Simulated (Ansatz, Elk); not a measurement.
# How far do independent atoms describe HRu2C?

The structure of HRu2C used here is made up (a known structure type with other elements) and was relaxed beforehand with PBE. The aim is the Fourier transform of its all-electron density, F(hkl), set beside the sum over free spherical atoms that refinements use.

Calculated with Elk 11.2.3 (patched build); DFT, PBE, all-electron APW+lo, Dirac cores, scalar-relativistic bands, static density, no spin.

This account leaves out most program logs.

The structure was built from a prototype and need not be the compound's stable phase.

**1. The starting structure**

Symmetry: R-3m, No. 166, trigonal system. Conventional cell: a = 3.126 Å, b = 3.126 Å, c = 13.135 Å, α = 90.00°, β = 90.00°, γ = 120.00°. Ru has 3 C at 2.08 Å and 3 H at 2.15 Å nearest. Nearest to C lie 6 Ru at 2.08 Å. Nearest to H lie 6 Ru at 2.15 Å. Farther neighbours are not listed.

**2. Ground state and structure factors**

An all-electron density is needed, since X-rays see the cores too. Task 0 finds the density and task 195 Fourier-transforms it; tshift is off so that phases refer to the origin typed.

File elk.in:

```
tasks
  0
  195

xctype
  20

spinpol
  .false.

rgkmax
  7.0

gmaxvr
  14.0

lmaxo
  7

lmaxapw
  8

swidth
  0.002

tshift
  .false.

ramdisk
  .false.

hmaxvr
  5.5

maxscl
  120

epspot
  1e-06

sppath
  './'

avec
  2.95374350470 1.70534460786 8.27393839975
  -2.95374350470 1.70534460786 8.27393839975
  0.00000000000 -3.41068921481 8.27393839994

atoms
  3
  'Ru.in'
  2
  0.2449772361 0.2449772361 0.2449772361   0.000000 0.000000 0.000000
  0.7550227639 0.7550227639 0.7550227639   0.000000 0.000000 0.000000
  'C.in'
  1
  0.5000000000 0.5000000000 0.5000000000   0.000000 0.000000 0.000000
  'H.in'
  1
  0.0000000000 0.0000000000 0.0000000000   0.000000 0.000000 0.000000

ngridk
  8 8 8
```

On the command line:

```bash
OMP_NUM_THREADS=4 elk
```

Elapsed: 36 s, on 4 threads of Arm Neoverse V1, shared host; peak memory 0.16 GiB; 2 min of CPU time.

SFACRHO.OUT:

```text

h k l indices transformed by vhmat matrix:
   1.000000000       0.000000000       0.000000000    
   0.000000000       1.000000000       0.000000000    
   0.000000000       0.000000000       1.000000000    

      h      k      l  multipl.   |H|            Re(F)            Im(F)           |F|

      0      0      0      1   0.0000000       95.000000     -0.22132588E-16   95.000000    
      1      1      1      2  0.75939474      -11.858564     -0.30296224E-14   11.858564    
      0      0     -1      6   1.2539512      -1.1436953     -0.58243866E-15   1.1436953    
     -1      0     -1      6   1.3283902      -65.446381      0.26664006E-14   65.446381    
     -2     -2     -2      2   1.5187895      -61.626463     -0.58244388E-14   61.626463    
     -2     -1     -1      6   1.5917059       68.544445      0.27983622E-15   68.544445    
     -2     -2     -1      6   1.7635782       7.3994881      0.24312296E-14   7.3994881    
     -1      0      1      6   2.1271939       60.444179     -0.58631568E-15   60.444179    
      2      2      3      6   2.1559272      -14.728061      0.21074060E-14   14.728061    
     -2      0     -1     12   2.2586798      -7.2896190      0.27736819E-14   7.2896190    
     -3     -3     -3      2   2.2781842       13.754093      0.80876988E-14   13.754093    
     -2     -3     -3      6   2.3683657       55.492319      0.21774129E-14   55.492319    
     -1      1      1      6   2.4692808     -0.12260296     -0.31786236E-14  0.12260296    
      0      2      0      6   2.5079024      -51.050272     -0.50586403E-15   51.050272    
     -1     -3     -2     12   2.6137474      -49.085797     -0.44344547E-14   49.085797    
      0      2      2      6   2.6567803       53.321656     -0.43536574E-14   53.321656    
     -1     -1     -3      6   2.7631797       6.1348949     -0.13847351E-14   6.1348949    
      4      3      3      6   2.8135170      -45.673611     -0.23874445E-14   45.673611
```

Elk indexes on the primitive cell of elk.in and gives |H| = 4π sin θ/λ in inverse bohr. Below, one row stands for each form hkl of the conventional cell (m members, Friedel mates merged), F is for one primitive cell and the density is static (no thermal factor). Free-atom factors are Waasmaier and Kirfel's, and R is Σm||F|−|F'||/Σm|F|. Elk warned that it couldn't find a linearisation energy, which lowers the accuracy of some states in this run and its variants.

```
hkl   m  sin θ/λ (Å⁻¹)  abs F, DFT  neutral atoms   diff.
003   2          0.114      11.859         11.687  +0.172
101   6          0.189       1.144          0.948  +0.196
012   6          0.200      65.446         66.018  -0.571
006   2          0.228      61.627         62.225  -0.599
104   6          0.239      68.544         68.751  -0.207
015   6          0.265       7.399          7.442  -0.042
110   6          0.320      60.444         60.492  -0.047
107   6          0.324      14.728         14.719  +0.009
113  12          0.340       7.290          7.351  -0.061
009   2          0.343      13.754         13.653  +0.101
018   6          0.356      55.492         55.406  +0.087
021   6          0.371       0.123          0.218  -0.095
202   6          0.377      51.050         50.883  +0.167
116  12          0.393      49.086         48.956  +0.130
```

**3. The highest occupied states alone**

An energy window below the Fermi level keeps the highest occupied states, to see at which angles they scatter; shallow core shells can lie inside it and anion s states outside. No new self-consistency is needed.

Changes to elk.in since step 2:

```diff
@@ -1,3 +1,2 @@
 tasks
-  0
   195
@@ -40,2 +39,5 @@
 
+wsfac
+  -0.079410 0.771830
+
 sppath
```

On the command line:

```bash
OMP_NUM_THREADS=4 elk
```

The job ended after 4.3 s (4 threads; peak memory 0.17 GiB; 6.7 s of CPU time).

States within 15 eV below the Fermi level hold 21.00 electrons; any levels below the window count with the cores. Their amplitudes can exceed the total, where window and core parts have opposite phase:

```
hkl  sin θ/λ (Å⁻¹)  abs F, window  abs F, all
003          0.114          3.293      11.859
101          0.189          1.248       1.144
012          0.200          2.948      65.446
006          0.228          1.981      61.627
104          0.239          5.146      68.544
015          0.265          0.163       7.399
110          0.320          2.130      60.444
107          0.324          0.566      14.728
113          0.340          0.242       7.290
009          0.343          0.194      13.754
```

**4. Another functional**

The difference from free atoms is small, so it is set against the change that PBEsol makes.

Changes to elk.in since step 3:

```diff
@@ -1,2 +1,3 @@
 tasks
+  0
   195
@@ -4,3 +5,3 @@
 xctype
-  20
+  22
 
@@ -39,5 +40,2 @@
 
-wsfac
-  -0.079410 0.771830
-
 sppath
```

On the command line:

```bash
OMP_NUM_THREADS=4 elk
```

Elapsed: 36 s, on 4 threads; peak memory 0.17 GiB; 2 min of CPU time.

Against the first run R = 0.02 %; the largest change is -0.049 at 104.

**5. Basis size**

A smaller basis shows how fast F responds to it; the change is likely larger than the basis error of the first run, but doesn't show convergence.

Changes to elk.in since step 4:

```diff
@@ -5,3 +5,3 @@
 xctype
-  22
+  20
 
@@ -11,3 +11,3 @@
 rgkmax
-  7.0
+  5.5
```

On the command line:

```bash
OMP_NUM_THREADS=4 elk
```

It took 30 s on 4 threads; peak memory 0.17 GiB.

Against the first run R = 0.03 %; the largest change is -0.043 at 104.

**6. Basis size**

The basis and the expansions that go with it are enlarged, to see whether the differences are converged.

Changes to elk.in since step 5:

```diff
@@ -11,12 +11,12 @@
 rgkmax
-  5.5
+  8.5
 
 gmaxvr
-  14.0
+  18.0
 
 lmaxo
-  7
+  9
 
 lmaxapw
-  8
+  10
```

On the command line:

```bash
OMP_NUM_THREADS=4 elk
```

Wall time 85 s (4 threads); peak memory 0.24 GiB.

Against the first run R = 0.01 %; the largest change is +0.005 at 110.

**7. Settings against the effect**

```
                              run  R against the first run (%)  R against neutral atoms, low angle (%)  wall time
                    PBE, rgkmax 7                         0.00                                    0.76       36 s
                           PBEsol                         0.02                                    0.79       36 s
                       rgkmax 5.5                         0.03                                    0.78       30 s
rgkmax 8.5 with larger expansions                         0.01                                    0.76       85 s
```

**8. Summary of results**

```yaml
r_against_neutral_atoms_sin_theta_lambda_0p3_a_minus1: 0.76 %
r_against_neutral_atoms_0p3_to_0p82_a_minus1: 0.24 %
```

In words: Independent neutral atoms miss the calculated amplitudes by R = 0.76 % below 0.3 Å⁻¹ and 0.24 % from there to 0.82 Å⁻¹; by shells, 1.45 % below 0.15 Å⁻¹ (1 form), 0.75 % 0.15 to 0.3 (5 forms), 0.29 % 0.3 to 0.45 (11 forms), 0.23 % above 0.45 (69 forms). Bonding, aspherical density and the tables' own atoms all enter these figures, and the runs don't part them. The largest change of an amplitude is -0.60 electrons, at 006. Weak lines can change much in proportion: 101 goes from 0.95 to 1.14. The window's part falls from 21.0 electrons at the origin to at most 0.35 between 0.45 and 0.82 Å⁻¹. Below 0.3 Å⁻¹ the changes that finished (PBEsol, rgkmax 5.5 and rgkmax 8.5 with larger expansions) move F by R = 0.04 % at most, against the 0.76 % that separates it from free atoms. The k-mesh has no finished test. These runs have no spin, though d or f shells may be open. Part of the difference isn't bonding: the tables are fits to free atoms and ions calculated by other methods than this functional. Thermal motion, anomalous dispersion and extinction are left out.

[Logs are printed without paths, hosts, clocks, repeated set-up lines and the standing remarks that a program may print on its own settings, such as how far it seeks lower states.]

[Hosts, paths, dates, database ids (printed as entryN), source tags and the programs' standing remarks are cut or masked in the printed files.]
